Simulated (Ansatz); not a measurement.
# linear Ti chain under tension and compression, part 3 of 3

Aim: how do moment and conductance of the linear Ti chain follow its length?

Ansatz 0.2.0; DFT LDA, plane waves, PAW; relaxation of a chain's period (the session's first sound run).

So far, conductance of the lead as this run defines it (G₀): step 3 (At a set period, period over the relaxed period 0.88 …) 6.00; step 6 (period over the relaxed period 1, k-mesh 1×1×38) 5.00; step 7 (period over the relaxed period 1.04, k-mesh 1×1×37) 5.00; step 8 (period over the relaxed period 1.08, k-mesh 1×1×35) 5.00; step 9 (period over the relaxed period 1.13, k-mesh 1×1×34) 5.00. Also absolute moment (μB): step 2 (relaxing the period) 0.671; step 7 0.724; step 8 0.788; step 9 0.894.

## Step 10: The chain at a fixed length, period over the relaxed period 1.2, k-mesh 1×1×32

Level of this step: DFT LDA, plane waves, PAW; channels and complex bands of a perfect chain (Ansatz).

The period is set to 1.2 times the relaxed one: longer bonds narrow the bands.

The cell differs from the one that the last finished run ended in (c 2.403 → 2.552 Å).

Contents of input.yaml:

```yaml
crystal:
  lattice:
    - [7.5, 0.0, 0.0]
    - [0.0, 7.5, 0.0]
    - [0.0, 0.0, 2.551540039]
  atoms:
    - { symbol: Ti, position: [0.5, 0.5, 0.0], spin: 0.36 }
magnetization:
  spin_polarized: true
kpoints:
  mp_grid: { grid: [1, 1, 32] }
scf:
  occupations: { method: fermi_dirac, width: 0.05 }
hamiltonian:
  xc: lda
output:
  transmission:
    e_range: [-2, 2]
    de: 0.035
    kmesh: [1, 1]
    reduced_basis: true
    leads: [[0, 0]]
  stress: true
```

Run with:

```bash
$ ansatz run input.yaml --threads 4 --pin off --max-ram 8192MiB --backend cpu --events-out ev --progress --plain --runs-dir out
```

Numbers of over 12 decimals in the logs are rounded to 6 here.

Log:

```text
[...]
Crystal: 1 atoms, lattice volume = 143.524 Å³
Basis set: ecut = 420 eV, 2817 PW (Γ)
Bands: 11, of which v1, the nominal top of the filled ones, is band 6 counted from 1 (5 counted from 0)
Symmetry: 16 space group operations
[...]
k-points: 17 of 32
[...]
Starting moments: Σ|m| = 0.36 μB on 1 of 1 site
[...]
--- Transmission ---
  basis      : 497 plane waves across, 4 finite elements along
  points     : 1, standing for a mesh of 1 x 1
[...]
crystal 0  : Ti1, at the sites [0, 0], period 2.5515 Å: whole cells are its period
[...]
filled         : 5.2 meV over the level at which it is neutral
    channels       : 6.000000e0 up, 4.000000e0 down
[...]
[key lines of the parts left out:]
SCF converged after 13 iterations
Magnetization: 1.5006 μB (6.7503 up, 5.2497 down)
Free energy (F): -2446.102722 eV
Fermi energy:    -1.541200 eV
P = ⅓ Tr σ = -1.4397 GPa (-14.397 kbar)
```

It took 70 s on 4 threads of AMD EPYC 7R43, shared host; peak memory 0.59 GiB.

At the computed energy nearest the Fermi level there are 6 spin-up and 4 spin-down channels, and the thermal average gives 5.00 G₀. The change of length costs 0.413 eV a cell and leaves an absolute moment of 1.50 μB a cell.

Between step 3 and this run (period over the relaxed period 1.2 and k-mesh 1×1×32) the value for the conductance of the lead as this run defines it moves from 6.00 G₀ to 5.00 G₀ (-17 %).

## Step 11: The chain at a fixed length, period over the relaxed period 1.3, k-mesh 1×1×29

The period is set to 1.3 times the relaxed one: longer bonds narrow the bands.

The cell differs from the one that the last finished run ended in (c 2.552 → 2.764 Å).

Edit input.yaml of step 10 so:

```diff
@@ -4,3 +4,3 @@
     - [0.0, 7.5, 0.0]
-    - [0.0, 0.0, 2.551540039]
+    - [0.0, 0.0, 2.7641683755]
   atoms:
@@ -10,3 +10,3 @@
 kpoints:
-  mp_grid: { grid: [1, 1, 32] }
+  mp_grid: { grid: [1, 1, 29] }
 scf:
```

Log:

```text
[...]
Crystal: 1 atoms, lattice volume = 155.484 Å³
Basis set: ecut = 420 eV, 3089 PW (Γ)
Bands: 11, of which v1, the nominal top of the filled ones, is band 6 counted from 1 (5 counted from 0)
Symmetry: 16 space group operations
[...]
k-points: 15 of 29
[...]
Starting moments: Σ|m| = 0.36 μB on 1 of 1 site
[...]
--- Transmission ---
  basis      : 497 plane waves across, 4 finite elements along
  points     : 1, standing for a mesh of 1 x 1
[...]
crystal 0  : Ti1, at the sites [0, 0], period 2.7642 Å: whole cells are its period
[...]
filled         : 8.6 meV over the level at which it is neutral
    channels       : 6.000000e0 up, 1.000000e0 down
[...]
[key lines of the parts left out:]
SCF converged after 11 iterations
Magnetization: 2.9484 μB (7.4742 up, 4.5258 down)
Free energy (F): -2446.011983 eV
Fermi energy:    -1.599482 eV
P = ⅓ Tr σ = -0.8739 GPa (-8.739 kbar)
```

It took 50 s on 4 threads; peak memory 0.54 GiB; 1.8 min of CPU time.

Table of open channels of the lead by energy, zero at the Fermi level:

```tsv
energy (eV)	spin up	spin down
-2.00	1	0
-1.90	1	0
-1.79	1	1
-1.69	1	1
-1.58	1	1
-1.48	1	1
-1.37	1	1
-1.23	3	1
-1.12	3	1
-1.02	4	1
-0.92	4	1
-0.81	4	1
-0.70	4	1
-0.60	4	1
-0.49	4	1
-0.39	4	1
-0.28	6	1
-0.18	6	1
-0.07	6	1
-0.01	6	1
0.07	6	1
0.17	6	1
0.28	6	1
0.38	6	1
0.48	4	4
0.59	4	4
0.69	4	4
0.80	3	4
0.91	3	4
1.01	3	4
1.11	1	4
1.22	1	5
1.36	1	6
1.47	3	6
1.57	3	6
1.68	3	6
1.78	3	6
1.89	2	6
1.99	2	4
```

At the computed energy nearest the Fermi level there are 6 spin-up and 1 spin-down channels, and the thermal average gives 3.50 G₀. The change of length costs 0.500 eV a cell and leaves an absolute moment of 2.95 μB a cell.

For the conductance of the lead as this run defines it, step 3 gave 6.00 G₀; this run, with period over the relaxed period 1.3 and k-mesh 1×1×29, gives 3.50 G₀ (-42 %).

## Step 12: Side by side

Times are for 4 threads of AMD EPYC 7R43, shared host. Results by setting:

```tsv
no.	period over the relaxed period	conductance of the lead as this run defines it (G₀)	absolute moment (μB)	energy at zero smearing less the lowest (eV)	time	memory (GiB)
1	0.88	6.000	0	0.3281	60 s	0.49
2	0.92	5.999	0	0.1317	58 s	0.5
3	0.96	5.084	0.7109	0.03149	56 s	0.51
4	1	5.002	0.7387	0	50 s	0.51
5	1.04	5.000	0.7239	0.02549	46 s	0.5
6	1.08	5.000	0.7883	0.09265	51 s	0.64
7	1.13	4.999	0.8936	0.2131	46 s	0.61
8	1.2	5.000	1.501	0.4129	70 s	0.59
9	1.3	3.500	2.948	0.4997	50 s	0.54
```

## Step 13: A repeat with changed settings

This step: DFT LDA, plane waves, PAW; channels and complex bands of a perfect chain; changed: scf.occupations = {"method": "fixed"}, scf.max_iter = 50 (Ansatz 0.2.0).

The input of the run at the relaxed period is made doubtful on purpose.

input.yaml, the sections that differ from step 11:

```yaml
crystal:
  lattice:
    - [7.5, 0.0, 0.0]
    - [0.0, 7.5, 0.0]
    - [0.0, 0.0, 2.1262833658]
  atoms:
    - { symbol: Ti, position: [0.5, 0.5, 0.0], spin: 0.36 }
kpoints:
  mp_grid: { grid: [1, 1, 38] }
scf:
  occupations: { method: fixed }
  max_iter: 50
# magnetization, hamiltonian, output: as in step 11
```

Log:

```text
Error: inconsistent input (scf.occupations.method, magnetization): a σ = 0 step fill (method: fixed, or a smearing width below the step floor) with no hard lock on the total moment puts the same N_el/2 bands in each spin channel, which gives a total moment of zero, but the starting moments sum to +0.3600 μB; make the starting moments (crystal.atoms[].spin / magnetization.per_species / magnetization.initial_magnetization) sum to zero, or set magnetization.spin_locking.lock_magnetization: hard with an even integer magnetization.initial_magnetization, or use a smearing method with a finite width, such as fermi_dirac
```

The job ended after 0.25 s (4 threads; peak memory 0.1 GiB).

The input was rejected at the start.

The program's message: “Error: inconsistent input (scf.occupations.method, magnetization): a σ = 0 step fill (method: fixed, or a smearing width below the step floor) with no hard lock on the total moment puts the same N_el/ …”

The change that led to it: scf.occupations = {"method": "fixed"}.

## Step 14: Results

| Quantity | Value |
| --- | --- |
| relaxed cell length | 2.126 Å |
| conductance at period × 0.88 | 6.00 G₀ |
| conductance at period × 1.0 | 5.00 G₀ |
| conductance at period × 1.13 | 5.00 G₀ |
| conductance at period × 1.3 | 3.50 G₀ |
| absolute moment at period × 0.88 | 0 μB |
| absolute moment at period × 1.0 | 0.739 μB |
| absolute moment at period × 1.3 | 2.95 μB |

**Reading.** In these runs no moment survives at the shortest period, and one is present from a factor of 0.96 on: longer bonds narrow the bands, which favours exchange splitting. The conductance goes from 6.00 G₀ at the shortest period to 3.50 G₀ at the longest, while the magnetic state changes too. Transport is coherent and elastic here: the atoms are frozen, so scattering by vibrations plays no part. No search over magnetic orders was made; another may lie lower. For the perfect chain only parallel moments were started; its antiparallel and spiral orders were not tested. Conductances of a perfect chain off the multiples of half a G0 come from band edges within the thermal window; the square box also splits pairs of bands that an isolated chain keeps degenerate, which moves such edges. The lead's cell of one atom keeps the chain straight and evenly spaced; a zigzag or dimerised form may lie lower.

[Logs are printed without paths, hosts, clocks, repeated set-up lines and the standing remarks that a program may print on its own settings, such as how far it seeks lower states.]

[Hosts, paths, dates, database ids (printed as entryN), source tags and the programs' standing remarks are cut or masked in the printed files.]
